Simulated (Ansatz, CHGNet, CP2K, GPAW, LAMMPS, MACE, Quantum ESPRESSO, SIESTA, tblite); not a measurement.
**GPAW runs on amorphous carbon (100 atoms)**

How do the settings of GPAW change the result for amorphous carbon (100 atoms)? A plane-wave run serves as the yardstick.

Method: the method is named at each step, in GPAW 26.7.0.

### 1. The structure

The cell holds 100 atoms: 100 C. Its edges and angles: a = 10.470 Å, b = 10.470 Å, c = 10.470 Å, α = 90.0°, β = 90.0°, γ = 90.0°. 100 atoms (100 C) placed at random at 1.74 g/cm³, melted at 5500 K for 10 ps at fixed volume with the LCBOP (Los and Fasolino, Phys. Rev. B 68, 024107 (2003)). Quenched from 5500 K to 300 K at 100 K/ps and fixed volume, held 5 ps.

The yardstick, on the same geometry:

- method: Kohn-Sham DFT, PBE, SSSP efficiency 1.3.0 pseudopotentials, plane waves (Quantum ESPRESSO 7.5); sssp-pbe-1.3.0-efficiency, cutoffs 45/360 Ry, Γ point
- r.m.s. force component: 1.427 eV/Å
- longest force: 5.519 eV/Å
- pressure: -13.62 GPa
- time: 2.6 min on 2 MPI ranks of Arm Neoverse V2, shared host
- CPU time: 5.2 min

### 2. PBE, LCAO dzp, h 0.2 Å

Method: Kohn-Sham DFT, PBE, PAW, atomic orbitals (dzp).

Input file run.py:

```python
import numpy as np
from ase.io import read
from gpaw import GPAW, FermiDirac
from ase.parallel import parprint as print

atoms = read("structure.xyz")
atoms.calc = GPAW(
    mode="lcao",
    basis="dzp",
    h=0.2,
    xc="PBE",
    kpts={"size": (1, 1, 1), "gamma": True},
    occupations=FermiDirac(0.05),
    maxiter=200,
    symmetry={"point_group": False},
    txt="gpaw.txt",
)
energy = atoms.get_potential_energy(force_consistent=True)
forces = atoms.get_forces()
print(f"energy {energy:.6f} eV")
print("forces (eV/A)")
for i, (a, f) in enumerate(zip(atoms, forces)):
    print(f"{i:4d} {a.symbol:2s} {f[0]:10.5f} {f[1]:10.5f} {f[2]:10.5f}")
print(f"Fermi level {atoms.calc.get_fermi_level():.4f} eV")
for k in range(len(atoms.calc.get_ibz_k_points())):
    for s in range(atoms.calc.get_number_of_spins()):
        e = atoms.calc.get_eigenvalues(kpt=k, spin=s)
        n = np.searchsorted(e, atoms.calc.get_fermi_level())
        print(f"k {k} spin {s} levels about the Fermi level:", np.round(e[max(n - 6, 0):n], 4).tolist(), "|", np.round(e[n:n + 6], 4).tolist())
```

Input file structure.xyz:

```xyz
100
Lattice="10.46950 0.00000 0.00000 0.00000 10.46950 0.00000 0.00000 0.00000 10.46950" Properties=species:S:1:pos:R:3 pbc="T T T"
C 4.90674 0.92205 6.92830
C 3.08411 5.91370 3.88335
C 2.81630 8.30263 2.17284
C 2.72050 9.82060 6.39896
C 4.20507 10.06307 6.44408
C 8.05544 2.12929 8.25216
C 7.14931 2.34538 9.37094
C 2.00229 1.31434 7.42005
C 6.35572 3.27287 6.56396
C 4.19461 3.80441 4.59653
C 4.05138 9.07025 0.18918
C 4.91658 8.74297 6.25417
C 10.00664 4.35604 2.55665
C 9.50735 8.50050 2.44798
C 6.12026 5.90480 6.76612
C 5.49188 8.27959 5.03394
C 7.18710 6.83428 6.42566
C 4.98934 6.38524 7.48255
C 8.52291 7.35273 6.97635
C 6.60322 3.93056 0.78322
C 3.94041 4.14016 0.19400
C 10.18588 10.05930 9.58294
C 1.35936 4.64239 0.79966
C 10.41003 1.03166 9.28875
C 9.07915 8.31509 5.95662
C 5.20502 3.40479 0.67403
C 9.88603 4.69756 5.06881
C 5.40142 6.10812 0.08302
C 3.88188 10.46322 10.36271
C 9.74543 8.68644 9.98288
C 4.39300 5.35525 9.90132
C 4.44284 7.67959 7.04472
C 9.47134 4.92370 0.27817
C 3.64265 0.60105 9.05999
C 3.98815 8.68110 2.95826
C 4.91941 9.71057 2.65308
C 0.34968 8.29383 2.79054
C 2.59214 1.68758 2.98224
C 1.69156 7.73089 2.91869
C 8.62771 4.56051 9.69151
C 9.96382 3.87612 3.85487
C 2.08961 2.33637 0.33900
C 4.11577 1.06737 0.82343
C 1.03041 6.93793 5.07687
C 5.75718 7.20176 0.87389
C 10.36774 9.01455 6.07838
C 6.01546 4.58732 6.03985
C 7.71414 3.19561 7.26667
C 2.40997 1.20619 8.76245
C 3.63449 1.59220 3.95956
C 4.07284 6.01138 8.65105
C 1.50740 2.48577 3.59135
C 10.02517 7.41199 9.20478
C 4.92873 1.12233 8.44407
C 0.75496 6.72749 10.01429
C 0.40925 5.47754 0.13171
[... 40 atom lines left out ...]
C 8.23185 8.45381 3.24837
C 8.81804 5.13246 8.33781
C 4.57559 7.81799 3.99129
C 2.88142 8.18401 0.69256
```

Started as:

```sh
OMP_NUM_THREADS=1 mpirun -np 2 gpaw python run.py > output.txt
```

Output:

```text
energy -795.825751 eV
forces (eV/A)
   0 C     0.10621    1.25985   -0.79144
   1 C     2.07379    0.77606   -0.18764
   2 C    -0.10410   -0.76536   -1.91475
   3 C     3.63461    0.04018    0.29016
   4 C    -1.97032   -0.09771    0.07219
   5 C     4.31665   -0.85987   -2.03814
   6 C     0.39260    2.96749    0.02711
   7 C     0.35624   -0.09460    0.21319
   8 C    -0.23615   -0.25974    0.27793
   9 C    -0.93642   -0.69185   -0.25613
  10 C     0.51403   -1.61389    1.51078
  11 C    -1.10703    2.32472    0.70183
  12 C     0.25495    1.84179   -2.49035
  13 C    -0.72145   -0.30357   -2.61215
  14 C     0.59565   -1.12657    0.85336
  15 C     2.75778   -0.46467   -1.62601
  16 C     0.46094    3.37660   -2.22741
  17 C    -1.55023    0.49033    1.29414
  18 C    -0.56665   -2.16940   -0.96839
  19 C     2.04234    2.09102   -0.54925
  20 C     0.73575    0.55335    0.90519
  21 C    -0.55714    1.97693    0.01273
  22 C     1.24458   -1.01767    1.03852
  23 C    -0.44407   -5.05060    1.41031
[...]
92 C     0.94969    0.10708   -0.08845
  93 C    -0.88242    1.25171   -1.29125
  94 C    -0.44066   -1.18635   -0.39355
  95 C     0.29890   -0.28649    1.16363
  96 C     0.88268    0.19392    3.98789
  97 C     0.46540    1.17535   -0.78623
  98 C    -0.16772    4.04657   -1.10865
  99 C    -0.37260   -1.03510   -3.75880
Fermi level 3.6222 eV
k 0 spin 0 levels about the Fermi level: [3.2413, 3.3554, 3.4047, 3.47, 3.5265, 3.568] | [3.676, 3.7201, 3.7559, 3.9777, 3.9885, 4.0687]
```

gpaw.txt:

```text
Input parameters:
  mode=LCAO(),
  basis={'default': 'dzp'},
  h=0.2,
  kpts=MonkhorstPack(size=(1, 1, 1), gamma=True),
  maxiter=200,
  occupations=Occupations(name='fermi-dirac', width=0.05, fixmagmom=False),
  symmetry=Symmetry(point_group=False),
  xc=XC(name='PBE')
Unit cell  # Å
| periodic |         x |         y |         z |   lengths |    angles |
|----------|-----------|-----------|-----------|-----------|-----------|
|      yes | 10.469500 |  0.000000 |  0.000000 | 10.469500 | 90.000000 |
|      yes |  0.000000 | 10.469500 |  0.000000 | 10.469500 | 90.000000 |
|      yes |  0.000000 |  0.000000 | 10.469500 | 10.469500 | 90.000000 |
Number of symmetries: 1
Symmetry operations  # r_c * U_cc + t_c -> r_c
|   | kind |            matrix            |
|---|------|------------------------------|
| 0 |  E   |  1, 0, 0,  0, 1, 0,  0, 0, 1 |
BZ-sampling:
  Number of BZ points: 1
  Number of IBZ points: 1
  Monkhorst-Pack size: [1, 1, 1]
  Monkhorst-Pack shift: [0, 0, 0]
[... lines left out ...]
      Number of RI-basis functions 0
Reference energy: -102762.811548  # eV
eigensolver:
density mixing:
  MSR1-Mixer
occupation numbers:
  Fermi-Dirac:
    width: 0.0500  # eV
FastPoissonSolver using
    Stencil: 6*3+1=19 point O(h^6) finite-difference Laplacian
xc functional:
  name: PBE with 2 nearest neighbor stencil
interpolation: tri-quintic # 5. degree polynomial
Initialization done in: 3.421 s
convergence criteria:
- Maximum [total energy] change in last 3 cyles: 0.0005 eV / valence electron
- Maximum integral of absolute [dens]ity change: 0.0001 electrons / valence electron
- Maximum integral of absolute [eigenst]ate change: 4e-08 eV^2 / valence electron
maximum number of iterations: 200
SCF iterations
|iter     |      energy | eigst |  dens |
|---------|-------------|-------|-------|
|iter:   1| -803.596096 |      c|       |
|iter:   2| -801.876601 |      c| -0.96 |
|iter:   3| -830.330284 |      c| -1.00 |
|iter:   4| -837.593951 |      c| -1.03 |
[...]
|iter:   8| -796.064660 |      c| -1.83 |
|iter:   9| -795.925606c|      c| -1.88 |
|iter:  10| -795.810276 |      c| -2.00 |
|iter:  11| -795.746958c|      c| -2.15 |
|iter:  12| -795.737307c|      c| -2.33 |
[...]
|iter:  18| -795.704148c|      c| -3.64 |
|iter:  19| -795.704289c|      c| -3.85 |
|iter:  20| -795.704154c|      c| -4.05c|
Converged in 20 steps
SCF loop duration: 84.448 s (4.222 s/step)
Energy contributions relative to reference atoms: (reference = -102762.811548)
Energy contributions:
  Kinetic:         301.738175
  Coulomb:        -365.701732
  Zero:             11.995973
  External:          0.000000
  Xc:             -743.614973
  Entropy:          -0.243194
  Spinorbit:         0.000000
  ----------------------------
  Free energy:    -795.825751
  Extrapolated:   -795.704154
dipole moment: (37.004874, 45.984305, -66.672755)  # |e|*Ang
Fermi level: 3.622
Eigenvalues  # (at kpt = [0.000, 0.000, 0.000])
| band index |      eig [eV] | occ [0-2] |
|------------|---------------|-----------|
|          0 |       -15.582 |     2.000 |
|        ... |               |           |
|        192 |         3.024 |     2.000 |
|        193 |         3.107 |     2.000 |
[...]
|        207 |         4.194 |     0.000 |
|        ... |               |           |
|        243 |         7.652 |     0.000 |
Gap: 0.108 eV
Transition (v -> c):
  (s=0, k=0, n=199, [0.00, 0.00, 0.00]) -> (s=0, k=0, n=200, [0.00, 0.00, 0.00])
No difference between direct/indirect transitions
Force computation time: 7.987  # s
```

Elapsed: 98 s, on 2 MPI ranks of Arm Neoverse V2, shared host; peak memory 1.4 GiB.

Banners, paths, timers and routine set-up lines are dropped from the logs unmarked, and long logs keep their key lines alone; longer cuts are marked.

Against the reference:

- r.m.s. force component: 1.462 eV/Å
- r.m.s. difference of force components: 161.8 meV/Å
- longest difference of force vectors: 824.1 meV/Å
- force difference over r.m.s. force: 11.34 %
- slope of forces against the reference's: 1.018
- correlation of force components: 0.994

Local excerpt of 9 atoms (numbers count through the whole input) about C31, picked at random; x, y, z are measured from there.

```tsv
atom	x	y	z	distance (Å)	bonds	Fx	Fy	Fz (eV/Å)
C31	0.00	0.00	0.00	0.00	3	2.72	0.76	2.52
C28	1.01	0.75	0.65	1.42	2	-2.15	-0.22	-0.22
C51	-0.32	0.66	-1.25	1.45	3	-1.39	1.31	-1.25
C21	-0.45	-1.22	0.76	1.50	3	0.74	0.55	0.91
C26	0.81	-1.95	1.24	2.45	3	-1.53	-0.26	-0.67
C66	-1.48	1.63	-1.18	2.50	3	1.96	-1.11	0.12
C64	-1.90	-1.55	0.88	2.60	3	1.55	-1.50	-0.37
C18	0.60	1.03	-2.42	2.70	3	-1.55	0.49	1.29
C45	1.36	1.85	1.44	2.71	3	-0.99	-1.20	-2.53
```

Atoms are counted from 1 here, from 0 in the log.

Forces lie 11 % from the reference's, at 0.63 times its CPU time.

### 3. revPBE, LCAO dzp, h 0.2 Å

Method: Kohn-Sham DFT, revPBE, PAW, atomic orbitals (dzp).

Edit run.py of step 2 so:

```diff
@@ -10,3 +10,3 @@
     h=0.2,
-    xc="PBE",
+    xc="revPBE",
     kpts={"size": (1, 1, 1), "gamma": True},
```

structure.xyz is that of step 2.

Output:

```text
energy -762.053576 eV
forces (eV/A)
   0 C     0.15309    1.23938   -0.80231
   1 C     2.07463    0.77776   -0.19321
   2 C    -0.11411   -0.73605   -1.92359
   3 C     3.68317    0.05270    0.25550
   4 C    -1.95916   -0.07860    0.05863
   5 C     4.35125   -0.95228   -2.06386
   6 C     0.42349    2.94138    0.07961
   7 C     0.36901    0.02155    0.15936
   8 C    -0.24242   -0.30042    0.27757
   9 C    -0.96553   -0.70506   -0.23430
  10 C     0.50228   -1.62775    1.46327
  11 C    -1.05410    2.38837    0.73366
  12 C     0.21958    1.84249   -2.52607
  13 C    -0.69172   -0.27478   -2.60854
  14 C     0.60713   -1.14382    0.87738
  15 C     2.78499   -0.41957   -1.66074
  16 C     0.47885    3.37500   -2.22302
  17 C    -1.54777    0.45305    1.32284
  18 C    -0.57639   -2.13763   -0.93379
  19 C     2.05977    2.07469   -0.50951
  20 C     0.72922    0.54816    0.91080
  21 C    -0.56443    1.98172    0.02195
  22 C     1.28781   -1.03193    1.02881
  23 C    -0.45622   -5.01907    1.48559
[...]
92 C     0.88759    0.13956   -0.08958
  93 C    -0.89894    1.24181   -1.29060
  94 C    -0.42947   -1.22805   -0.34923
  95 C     0.28423   -0.29008    1.19474
  96 C     0.89754    0.24760    4.01996
  97 C     0.48042    1.18687   -0.79179
  98 C    -0.17032    4.08707   -1.07307
  99 C    -0.40979   -1.04887   -3.79483
Fermi level 3.7339 eV
k 0 spin 0 levels about the Fermi level: [3.3517, 3.4672, 3.5172, 3.58, 3.6383, 3.6785] | [3.7877, 3.8327, 3.8697, 4.0932, 4.105, 4.1828]
```

gpaw.txt:

```text
Input parameters:
  mode=LCAO(),
  basis={'default': 'dzp'},
  h=0.2,
  kpts=MonkhorstPack(size=(1, 1, 1), gamma=True),
  maxiter=200,
  occupations=Occupations(name='fermi-dirac', width=0.05, fixmagmom=False),
  symmetry=Symmetry(point_group=False),
  xc=XC(name='revPBE')
Unit cell  # Å
| periodic |         x |         y |         z |   lengths |    angles |
[... lines left out ...]
  Fermi-Dirac:
[... lines left out ...]
convergence criteria:
- Maximum [total energy] change in last 3 cyles: 0.0005 eV / valence electron
[... lines left out ...]
Converged in 20 steps
[... lines left out ...]
  Coulomb:        -415.217129
  Zero:             12.136407
  External:          0.000000
  Xc:             -714.016132
  Entropy:          -0.241214
  Spinorbit:         0.000000
  ----------------------------
  Free energy:    -762.053576
  Extrapolated:   -761.932969
dipole moment: (36.978838, 46.029556, -66.724464)  # |e|*Ang
Fermi level: 3.734
Eigenvalues  # (at kpt = [0.000, 0.000, 0.000])
| band index |      eig [eV] | occ [0-2] |
|------------|---------------|-----------|
|          0 |       -15.539 |     2.000 |
|        ... |               |           |
|        192 |         3.131 |     2.000 |
|        193 |         3.217 |     2.000 |
[...]
|        207 |         4.309 |     0.000 |
|        ... |               |           |
|        243 |         7.781 |     0.000 |
Gap: 0.109 eV
Transition (v -> c):
  (s=0, k=0, n=199, [0.00, 0.00, 0.00]) -> (s=0, k=0, n=200, [0.00, 0.00, 0.00])
No difference between direct/indirect transitions
Force computation time: 7.982  # s
```

It took 97 s on 2 MPI ranks; peak memory 1.4 GiB; 3.2 min of CPU time.

Against the reference:

- r.m.s. force component: 1.47 eV/Å
- r.m.s. difference of force components: 186.5 meV/Å
- longest difference of force vectors: 991.3 meV/Å
- force difference over r.m.s. force: 13.07 %
- slope of forces against the reference's: 1.022
- correlation of force components: 0.9921

Against the first run (11 %), the force difference from the reference is 13 %, at 0.99 times the CPU time; the model has changed, so this is no error of the program alone.

### 4. PBE, LCAO szp(dzp), h 0.2 Å

Method: Kohn-Sham DFT, PBE, PAW, atomic orbitals (szp(dzp)).

Edit run.py of step 3 so:

```diff
@@ -3,3 +3,2 @@
 from gpaw import GPAW, FermiDirac
-from ase.parallel import parprint as print
 
@@ -8,5 +7,5 @@
     mode="lcao",
-    basis="dzp",
+    basis="szp(dzp)",
     h=0.2,
-    xc="revPBE",
+    xc="PBE",
     kpts={"size": (1, 1, 1), "gamma": True},
```

structure.xyz is that of step 3.

Started as:

```sh
OMP_NUM_THREADS=1 python run.py > output.txt
```

Output:

```text
energy -717.956007 eV
forces (eV/A)
   0 C     0.02622    0.93653   -0.75831
   1 C     2.12855    0.74821   -0.41535
   2 C    -0.05819   -0.54889   -2.04960
   3 C     4.18919    0.07312    0.15616
   4 C    -2.19756    0.21132    0.05547
   5 C     4.35068   -1.18179   -2.31344
[...]
97 C     0.45569    1.12705   -0.83531
  98 C    -0.31446    4.31299   -0.93440
  99 C    -0.58834   -1.34318   -3.70181
Fermi level 2.5362 eV
k 0 spin 0 levels about the Fermi level: [2.1616, 2.2847, 2.344, 2.3783, 2.4469, 2.4838] | [2.5876, 2.6274, 2.6676, 2.8866, 2.9058, 2.9521]
```

gpaw.txt:

```text
Input parameters:
  mode=LCAO(),
  basis={'default': 'szp(dzp)'},
  h=0.2,
  kpts=MonkhorstPack(size=(1, 1, 1), gamma=True),
  maxiter=200,
  occupations=Occupations(name='fermi-dirac', width=0.05, fixmagmom=False),
[... lines left out ...]
  Fermi-Dirac:
[... lines left out ...]
convergence criteria:
- Maximum [total energy] change in last 3 cyles: 0.0005 eV / valence electron
[... lines left out ...]
Converged in 20 steps
[... lines left out ...]
  Free energy:    -717.956007
[... lines left out ...]
Fermi level: 2.536
[... lines left out ...]
|        ... |               |           |
|        243 |         6.533 |     0.000 |
Gap: 0.104 eV
Transition (v -> c):
  (s=0, k=0, n=199, [0.00, 0.00, 0.00]) -> (s=0, k=0, n=200, [0.00, 0.00, 0.00])
No difference between direct/indirect transitions
Force computation time: 10.998  # s
timing:  # [seconds]
  Total:  121.964  # ━━━━━━━━━━━━━━━━━━━━━━━━━━━━━━━━━━━━━━━━━━━━━━━━━━━━━━━━
  Init:     5.410  # ━━╸
  SCF:    105.533  # ━━━━━━━━━━━━━━━━━━━━━━━━━━━━━━━━━━━━━━━━━━━━━━━━╸
  Forces:  10.998  # ━━━━━
```

It took 2.1 min on 1 thread; peak memory 0.89 GiB.

Compared with the plane-wave run:

| Item | Value |
| --- | --- |
| r.m.s. force component | 1.51 eV/Å |
| r.m.s. difference of force components | 407.3 meV/Å |
| longest difference of force vectors | 2110 meV/Å |
| force difference over r.m.s. force | 28.54 % |
| slope of forces against the reference's | 1.019 |
| correlation of force components | 0.9631 |

This is a coarse setting, run to see what it loses.

Against the first run (11 %), the force difference from the reference is 29 %, at 0.63 times the CPU time (on 1 against 2 cores), with 900 basis functions against 1300: the smaller basis costs accuracy.

### 5. Side by side

Differences are against the plane-wave reference, forces as r.m.s. over components; share is that over the reference's r.m.s. force, slope the least-squares factor from reference forces to these. Total energies of different programs have different zeros and aren't compared.

```tsv
run	Δ force, r.m.s. (meV/Å)	share (%)	slope	cores	CPU time	memory (GiB)
reference	-	-	-	2	5.2 min	2.8
GPAW PBE, LCAO dzp, h 0.2 Å	162	11.3	1.018	2	3.3 min	1.4
GPAW revPBE, LCAO dzp, h 0.2 Å	187	13.1	1.022	2	3.2 min	1.4
GPAW PBE, LCAO szp(dzp), h 0.2 Å (coarse)	407	28.5	1.019	1	2.1 min	0.89
```

Rows marked coarse were listed beforehand as settings not expected to be converged; some can still land near the reference.

CPU time is summed over cores on a shared host, where runs went side by side, so it is rough. Symmetry, cutoffs, thresholds, outputs and thread counts weren't matched or tuned between programs; memory under MPI is the largest rank's times the ranks.

### 6. Outcome

```
nearest in forces : GPAW PBE, LCAO dzp, h 0.2 Å, 11 %
its CPU time      : 3.3 min
```

In words: The PBE run in local orbitals, coarse settings apart, differs by 11 % (GPAW PBE, LCAO dzp, h 0.2 Å); basis, grid and potentials can all enter. Rows with another functional or a dispersion term differ by 13 % (GPAW revPBE, LCAO dzp, h 0.2 Å), which mixes the change of model with differences of basis and potentials. Runs with settings chosen to be coarse differ by 29 % (GPAW PBE, LCAO szp(dzp), h 0.2 Å), their programs' other errors included. One electronic-structure run takes under half the reference's CPU time: GPAW PBE, LCAO szp(dzp), h 0.2 Å, at 29 % in 2.1 min against 5.2 min. The quench rate of 100 K/ps is many orders above laboratory rates, so the cell is likely richer in defects and strain than a real sample. The network of bonds at the start is that of the classical potential that made the cell, and needn't be the one that DFT or experiment would give. The reference's stress is far from hydrostatic: its diagonal is -16.3, -10.9, -13.6 GPa, compression counted positive. The electronic-structure runs sample only Γ, in a cell whose shortest periodic width is 10 Å, which is coarse for a cell with partly filled levels.

[Also dropped from logs without a mark: logging warnings of Python, and SIESTA's first energy breakdown and zero terms.]

[Logs are printed without paths, hosts, clocks, repeated set-up lines and the standing remarks that a program may print on its own settings, such as how far it seeks lower states.]

[Hosts, paths, dates, database ids (printed as entryN), source tags and the programs' standing remarks are cut or masked in the printed files.]
